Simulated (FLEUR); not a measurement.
# Collinear magnetic orders of TiHg with FLEUR, part 2 of 3

Wanted: the moments of TiHg and the energy of each order that was tried.

FLEUR MaX-R8.1; PBEsol; all-electron FLAPW, Dirac cores, scalar-relativistic bands.

So far, largest spin moment in the muffin-tin sphere (μB): step 2 (run 1 (ferro +)) 0.469.

## Step 4: Run 3 (antiferro q=(0,1/2,1/2) +-)

An opposed order shows whether neighbours prefer unlike signs.

The cell is doubled to 4 atoms to hold this order. The mesh is halved along the doubled vector, so that both cells sample the same points. The k list default-1 (kpts.xml, not shown) is a Γ-centred 10×5×10 mesh.

inp.xml

```
<?xml version="1.0" encoding="UTF-8" standalone="no"?>
<fleurInput fleurInputVersion="0.39">
   <comment>
      TiHg
   </comment>
   <calculationSetup>
      <cutoffs Kmax="3.6" Gmax="10.8" GmaxXC="10.8" numbands="0"/>
      <scfLoop itmax="90" minDistance="0.00002" maxIterBroyd="15" imix="Anderson" alpha="0.05" precondParam="0.0" spinf="2.0" sdNocoIR="T"/>
      <coreElectrons ctail="T" frcor="F" kcrel="0" coretail_lmax="0"/>
      <xcFunctional name="PBEs" relativisticCorrections="F"/>
      <magnetism jspins="2"/>
      <soc l_soc="F" theta="0.0" phi="0.0" spav="F"/>
      <expertModes spex="0" secvar="F"/>
      <geometryOptimization l_f="F" forcealpha="1.0" forcemix="BFGS" epsdisp="0.00001" epsforce="0.00001"/>
      <ldaU l_linMix="F" mixParam="0.05" spinf="1.0"/>
   </calculationSetup>
   <cell>
      <bzIntegration valenceElectrons="60.0" mode="hist" fermiSmearingEnergy="0.00183747">
         <kPointListSelection listName="default-1"/>
         <xi:include xmlns:xi="http://www.w3.org/2001/XInclude" href="kpts.xml"> </xi:include>
      </bzIntegration>
      <xi:include xmlns:xi="http://www.w3.org/2001/XInclude" href="sym.xml"> </xi:include>
      <bulkLattice scale="1.0">
         <bravaisMatrix>
            <row-1>    5.6861859089213995     0.0000000000000000     0.0000000000000000</row-1>
            <row-2>    0.0000000000000000    11.3723718178427990     0.0000000000000000</row-2>
            <row-3>    0.0000000000000000     5.6861859089213995     7.6363832695086007</row-3>
         </bravaisMatrix>
      </bulkLattice>
   </cell>
   <atomSpecies>
      <species name="Titanium (1.001" element="Ti" atomicNumber="22">
         <mtSphere radius="2.7" gridPoints="893" logIncrement="0.014"/>
         <atomicCutoffs lmax="10" lnonsphr="8"/>
         <electronConfig flipSpins="F">
            <coreConfig>(1s1/2) (2s1/2) (2p1/2) (2p3/2)</coreConfig>
            <valenceConfig>(3s1/2) (3p1/2) (3p3/2) (4s1/2) (3d3/2) (3d5/2)</valenceConfig>
            <stateOccupation state="(3d3/2)" spinUp="0.4" spinDown="0.4"/>
            <stateOccupation state="(3d5/2)" spinUp="1.1005" spinDown="0.0995"/>
         </electronConfig>
         <energyParameters s="4" p="4" d="3" f="4"/>
         <lo type="SCLO" l="0" n="3" eDeriv="0"/>
         <lo type="SCLO" l="1" n="3" eDeriv="0"/>
      </species>
      <species name="Titanium (-1.001" element="Ti" atomicNumber="22">
         <mtSphere radius="2.7" gridPoints="893" logIncrement="0.014"/>
         <atomicCutoffs lmax="10" lnonsphr="8"/>
         <electronConfig flipSpins="F">
            <coreConfig>(1s1/2) (2s1/2) (2p1/2) (2p3/2)</coreConfig>
            <valenceConfig>(3s1/2) (3p1/2) (3p3/2) (4s1/2) (3d3/2) (3d5/2)</valenceConfig>
            <stateOccupation state="(3d3/2)" spinUp="0.4" spinDown="0.4"/>
            <stateOccupation state="(3d5/2)" spinUp="0.0995" spinDown="1.1005"/>
         </electronConfig>
         <energyParameters s="4" p="4" d="3" f="4"/>
         <lo type="SCLO" l="0" n="3" eDeriv="0"/>
         <lo type="SCLO" l="1" n="3" eDeriv="0"/>
      </species>
      <species name="Mercury (Hg)" element="Hg" atomicNumber="80">
         <mtSphere radius="2.7" gridPoints="893" logIncrement="0.015"/>
         <atomicCutoffs lmax="10" lnonsphr="8"/>
         <electronConfig flipSpins="F">
            <coreConfig>(1s1/2) (2s1/2) (2p1/2) (2p3/2) (3s1/2) (3p1/2) (3p3/2) (4s1/2) (3d3/2) (3d5/2) (4p1/2) (4p3/2) (5s1/2) (4d3/2) (4d5/2) (4f5/2) (4f7/2)</coreConfig>
            <valenceConfig>(5p1/2) (5p3/2) (6s1/2) (5d3/2) (5d5/2)</valenceConfig>
         </electronConfig>
         <energyParameters s="6" p="6" d="5" f="5"/>
         <lo type="SCLO" l="1" n="5" eDeriv="0"/>
      </species>
   </atomSpecies>
   <atomGroups>
      <atomGroup species="Titanium (1.001">
         <relPos label="                   1">1.000/2.000 .0000000000 1.000/2.000</relPos>
         <force calculate="T" relaxXYZ="TTT"/>
      </atomGroup>
      <atomGroup species="Titanium (-1.001">
         <relPos label="                   2">1.000/2.000 1.000/2.000 1.000/2.000</relPos>
         <force calculate="T" relaxXYZ="TTT"/>
      </atomGroup>
      <atomGroup species="Mercury (Hg)">
         <relPos label="                   3">.0000000000 .0000000000 .0000000000</relPos>
         <relPos label="                   4">.0000000000 1.000/2.000 .0000000000</relPos>
         <force calculate="T" relaxXYZ="TTT"/>
      </atomGroup>
   </atomGroups>
   <output dos="F" band="F" slice="F">
      <bandDOS minEnergy="-.5*Htr" maxEnergy="0.5*Htr" sigma="0.015" storeEVData="T"/>
      <plotting iplot="0" polar="F">
         <plot TwoD="T" vec1="  1.0  0.0  0.0" vec2="  0.0  1.0  0.0" vec3="  0.0  0.0  1.0" zero="  0.0  0.0  0.0" file="plot"/>
      </plotting>
      <moessbauerParams electricFieldGradient="F" isomerShift="F" coreHyperfine="F" valenceHyperfine="F"/>
   </output>
</fleurInput>
```

crystal.txt

```
TiHg
&input film=F cartesian=F /
3.00900000000  0.00000000000  0.00000000000
0.00000000000  6.01800000000  0.00000000000
0.00000000000  3.00900000000  4.04100000000
1.8897261246
1.0 1.0 1.0

4
22 0.50000000000  0.00000000000  0.50000000000 : 1.001
22 0.50000000000  0.50000000000  0.50000000000 : -1.001
80 0.00000000000  0.00000000000  0.00000000000
80 0.00000000000  0.50000000000  0.00000000000

&kpt div1=10 div2=5 div3=10 gamma=T /
```

The run is started by

```sh
> OMP_NUM_THREADS=1 inpgen -f crystal.txt > inpgen.log  # inp.xml is then edited as shown
> OMP_NUM_THREADS=1 mpirun -n 4 fleur_MPI > fleur.log
```

The log of the run:

```text
[banner, memory and clock lines left out]
Welcome to FLEUR        (www.flapw.de)
      MaX-Release 8.1          (www.max-centre.eu)

 ========== k-point set info ==========
 Selected k-point list: default-1
 k-point list type: mesh
 10 x 5 x 10
 Number of k points: 108

 [... set-up left out ...]
 Iteration:     1   Distance:      16.30011320 me/bohr^3
 Iteration:     2   Distance:      13.88606833 me/bohr^3
 Iteration:     3   Distance:       7.16103396 me/bohr^3
 Iteration:     4   Distance:       4.56653322 me/bohr^3
 Iteration:     5   Distance:       3.47005723 me/bohr^3
[...]
<sumOfEigenvalues value="   -25205.0561172230">
               <coreElectrons value="-25168.6872799709"/>
               <valenceElectrons value="-36.3688372521"/>
            </sumOfEigenvalues>
         [... left out ...]
            <freeEnergy value="-41018.6036760990"/>
            <extrapolationTo0K value="-41018.6028273755"/>
         </totalEnergy>
         <densityConvergence units="me/bohr^3">
            <chargeDensity spin="1" distance="0.0000084757"/>
            <chargeDensity spin="2" distance="0.0000084308"/>
            <overallChargeDensity distance="0.0000072899"/>
            <spinDensity distance="0.0000152542"/>
         </densityConvergence>
      </iteration>
```

The job ended after 4.6 min (4 MPI ranks of Arm Neoverse V1, shared host; peak memory 0.44 GiB; 18 min of CPU time).

Spin moment in the muffin-tin sphere by atom:

```tsv
atom	spin moment in the muffin-tin sphere (μB)
Ti1	0.440
Ti2	-0.440
Hg3	0.000
Hg4	0.000
```

This step gave:

```
free energy                                                       : -1116173.0679 eV
program's band gap on this mesh (in a metal only a level spacing) : 0.003774 eV
magnetization                                                     : 0 μB
final state                                                       : antiferromagnetic
```

It lies 6.43 meV a seeded atom over the first start, and its largest moment is 0.440 μB against 0.469 μB.

## Step 5: Start 4: antiferro q=(0,1/2,0) +-

Another pattern of signs weighs the neighbour shells otherwise.

This order needs a doubled cell of 4 atoms. The mesh is halved along the doubled vector, so that both cells sample the same points.

inp.xml, as its differences from that of step 4:

```diff
@@ -26,3 +26,3 @@
             <row-2>    0.0000000000000000    11.3723718178427990     0.0000000000000000</row-2>
-            <row-3>    0.0000000000000000     5.6861859089213995     7.6363832695086007</row-3>
+            <row-3>    0.0000000000000000     0.0000000000000000     7.6363832695086007</row-3>
          </bravaisMatrix>
@@ -78,4 +78,4 @@
       <atomGroup species="Mercury (Hg)">
-         <relPos label="                   3">.0000000000 .0000000000 .0000000000</relPos>
-         <relPos label="                   4">.0000000000 1.000/2.000 .0000000000</relPos>
+         <relPos label="                   3">.0000000000 -1.000/4.000 .0000000000</relPos>
+         <relPos label="                   4">.0000000000 1.000/4.000 .0000000000</relPos>
          <force calculate="T" relaxXYZ="TTT"/>
```

crystal.txt

```
TiHg
&input film=F cartesian=F /
3.00900000000  0.00000000000  0.00000000000
0.00000000000  6.01800000000  0.00000000000
0.00000000000  0.00000000000  4.04100000000
1.8897261246
1.0 1.0 1.0

4
22 0.50000000000  0.25000000000  0.50000000000 : 1.001
22 0.50000000000  0.75000000000  0.50000000000 : -1.001
80 0.00000000000  0.00000000000  0.00000000000
80 0.00000000000  0.50000000000  0.00000000000

&kpt div1=10 div2=5 div3=10 gamma=T /
```

The log of the run:

```text
[banner, memory and clock lines left out]
Welcome to FLEUR        (www.flapw.de)
      MaX-Release 8.1          (www.max-centre.eu)

 ========== k-point set info ==========
 Selected k-point list: default-1
 k-point list type: mesh
 10 x 5 x 10
 Number of k points: 108

 [... set-up left out ...]
 Iteration:     1   Distance:      16.28476757 me/bohr^3
 Iteration:     2   Distance:      13.89279838 me/bohr^3
 Iteration:     3   Distance:       7.16861743 me/bohr^3
 Iteration:     4   Distance:       4.52439296 me/bohr^3
 Iteration:     5   Distance:       3.43786977 me/bohr^3
[...]
<sumOfEigenvalues value="   -25205.1365194082">
               <coreElectrons value="-25168.7552167035"/>
               <valenceElectrons value="-36.3813027047"/>
            </sumOfEigenvalues>
         [... left out ...]
            <freeEnergy value="-41018.6036362685"/>
            <extrapolationTo0K value="-41018.6026834058"/>
         </totalEnergy>
         <densityConvergence units="me/bohr^3">
            <chargeDensity spin="1" distance="0.0279292020"/>
            <chargeDensity spin="2" distance="0.0282114174"/>
            <overallChargeDensity distance="0.0157171900"/>
            <spinDensity distance="0.0538963703"/>
         </densityConvergence>
      </iteration>
```

Elapsed: 9.7 min, on 4 MPI ranks; peak memory 0.46 GiB.

The run stopped without converging, so none of its numbers is a property of the system.

After 90 cycles the density distance stands at 0.054 me/bohr³, still falling.

## Step 6: Order 5, typed as no spin polarisation

Without spin polarisation no moment can form, so the difference from the other runs is what forming moments gains.

The k list default-1 (kpts.xml, not shown) is a Γ-centred 10×10×10 mesh.

inp.xml

```
<?xml version="1.0" encoding="UTF-8" standalone="no"?>
<fleurInput fleurInputVersion="0.39">
   <comment>
      TiHg
   </comment>
   <calculationSetup>
      <cutoffs Kmax="3.6" Gmax="10.8" GmaxXC="10.8" numbands="0"/>
      <scfLoop itmax="90" minDistance="0.00002" maxIterBroyd="15" imix="Anderson" alpha="0.05" precondParam="0.0" spinf="2.0" sdNocoIR="T"/>
      <coreElectrons ctail="T" frcor="F" kcrel="0" coretail_lmax="0"/>
      <xcFunctional name="PBEs" relativisticCorrections="F"/>
      <magnetism jspins="1"/>
      <soc l_soc="F" theta="0.0" phi="0.0" spav="F"/>
      <expertModes spex="0" secvar="F"/>
      <geometryOptimization l_f="F" forcealpha="1.0" forcemix="BFGS" epsdisp="0.00001" epsforce="0.00001"/>
      <ldaU l_linMix="F" mixParam="0.05" spinf="1.0"/>
   </calculationSetup>
   <cell>
      <bzIntegration valenceElectrons="30.0" mode="hist" fermiSmearingEnergy="0.00183747">
         <kPointListSelection listName="default-1"/>
         <xi:include xmlns:xi="http://www.w3.org/2001/XInclude" href="kpts.xml"> </xi:include>
      </bzIntegration>
      <xi:include xmlns:xi="http://www.w3.org/2001/XInclude" href="sym.xml"> </xi:include>
      <bulkLattice scale="1.0">
         <bravaisMatrix>
            <row-1>    5.6861859089213995     0.0000000000000000     0.0000000000000000</row-1>
            <row-2>    0.0000000000000000     5.6861859089213995     0.0000000000000000</row-2>
            <row-3>    0.0000000000000000     0.0000000000000000     7.6363832695086007</row-3>
         </bravaisMatrix>
      </bulkLattice>
   </cell>
   <atomSpecies>
      <species name="Titanium (Ti)" element="Ti" atomicNumber="22">
         <mtSphere radius="2.7" gridPoints="893" logIncrement="0.014"/>
         <atomicCutoffs lmax="10" lnonsphr="8"/>
         <electronConfig flipSpins="F">
            <coreConfig>(1s1/2) (2s1/2) (2p1/2) (2p3/2)</coreConfig>
            <valenceConfig>(3s1/2) (3p1/2) (3p3/2) (4s1/2) (3d3/2) (3d5/2)</valenceConfig>
            <stateOccupation state="(3d3/2)" spinUp="0.400000" spinDown="0.400000"/>
            <stateOccupation state="(3d5/2)" spinUp="0.600000" spinDown="0.600000"/>
         </electronConfig>
         <energyParameters s="4" p="4" d="3" f="4"/>
         <lo type="SCLO" l="0" n="3" eDeriv="0"/>
         <lo type="SCLO" l="1" n="3" eDeriv="0"/>
      </species>
      <species name="Mercury (Hg)" element="Hg" atomicNumber="80">
         <mtSphere radius="2.7" gridPoints="893" logIncrement="0.015"/>
         <atomicCutoffs lmax="10" lnonsphr="8"/>
         <electronConfig flipSpins="F">
            <coreConfig>(1s1/2) (2s1/2) (2p1/2) (2p3/2) (3s1/2) (3p1/2) (3p3/2) (4s1/2) (3d3/2) (3d5/2) (4p1/2) (4p3/2) (5s1/2) (4d3/2) (4d5/2) (4f5/2) (4f7/2)</coreConfig>
            <valenceConfig>(5p1/2) (5p3/2) (6s1/2) (5d3/2) (5d5/2)</valenceConfig>
         </electronConfig>
         <energyParameters s="6" p="6" d="5" f="5"/>
         <lo type="SCLO" l="1" n="5" eDeriv="0"/>
      </species>
   </atomSpecies>
   <atomGroups>
      <atomGroup species="Titanium (Ti)">
         <relPos label="                   1">1.000/2.000 1.000/2.000 1.000/2.000</relPos>
         <force calculate="T" relaxXYZ="TTT"/>
      </atomGroup>
      <atomGroup species="Mercury (Hg)">
         <relPos label="                   2">.0000000000 .0000000000 .0000000000</relPos>
         <force calculate="T" relaxXYZ="TTT"/>
      </atomGroup>
   </atomGroups>
   <output dos="F" band="F" slice="F">
      <bandDOS minEnergy="-.5*Htr" maxEnergy="0.5*Htr" sigma="0.015" storeEVData="T"/>
      <plotting iplot="0" polar="F">
         <plot TwoD="T" vec1="  1.0  0.0  0.0" vec2="  0.0  1.0  0.0" vec3="  0.0  0.0  1.0" zero="  0.0  0.0  0.0" file="plot"/>
      </plotting>
      <moessbauerParams electricFieldGradient="F" isomerShift="F" coreHyperfine="F" valenceHyperfine="F"/>
   </output>
</fleurInput>
```

crystal.txt

```
TiHg
&input film=F cartesian=F /
3.00900000000  0.00000000000  0.00000000000
0.00000000000  3.00900000000  0.00000000000
0.00000000000  0.00000000000  4.04100000000
1.8897261246
1.0 1.0 1.0

2
22 0.50000000000  0.50000000000  0.50000000000
80 0.00000000000  0.00000000000  0.00000000000

&kpt div1=10 div2=10 div3=10 gamma=T /
```

The log of the run:

```text
[banner, memory and clock lines left out]
Welcome to FLEUR        (www.flapw.de)
      MaX-Release 8.1          (www.max-centre.eu)

 ========== k-point set info ==========
 Selected k-point list: default-1
 k-point list type: mesh
 0 x 0 x 0
 Number of k points: 128

 [... set-up left out ...]
 Iteration:     1   Distance:      17.47776036 me/bohr^3
 Iteration:     2   Distance:      14.99377978 me/bohr^3
 Iteration:     3   Distance:       7.55251061 me/bohr^3
 Iteration:     4   Distance:       4.83515927 me/bohr^3
 Iteration:     5   Distance:       3.58200473 me/bohr^3
[...]
<FermiEnergy value="0.3574170763" units="Htr"/>
         [... left out ...]
         <totalEnergy value="   -20509.3008697773" units="Htr">
            <sumOfEigenvalues value="   -12602.5681218309">
               <coreElectrons value="-12584.3774062456"/>
               <valenceElectrons value="-18.1907155853"/>
            </sumOfEigenvalues>
         [... left out ...]
            <freeEnergy value="-20509.3018229082"/>
            <extrapolationTo0K value="-20509.3013463427"/>
         </totalEnergy>
         <densityConvergence units="me/bohr^3">
            <chargeDensity spin="1" distance="0.0000064249"/>
         </densityConvergence>
      </iteration>
```

The job ended after 20 s (4 MPI ranks; peak memory 0.24 GiB; 78 s of CPU time).

Read from the output:

- free energy: -558086.5335 eV
- program's band gap on this mesh (in a metal only a level spacing): 0.003349 eV
- final state: non-magnetic (no spin polarisation)

It lies 6.84 meV a seeded atom over the first start.

[end of part 2 of 3]

[Logs and program files are shortened in this print: banners, set-up blocks, solver, clock and traceback lines can be left out without a mark of their own.]

[Logs are printed without paths, hosts, clocks, repeated set-up lines and the standing remarks that a program may print on its own settings, such as how far it seeks lower states.]

[Hosts, paths, dates, database ids (printed as entryN), source tags and the programs' standing remarks are cut or masked in the printed files.]

[Where a cell is said to come from a database of computed structures, the database is the Materials Project.]
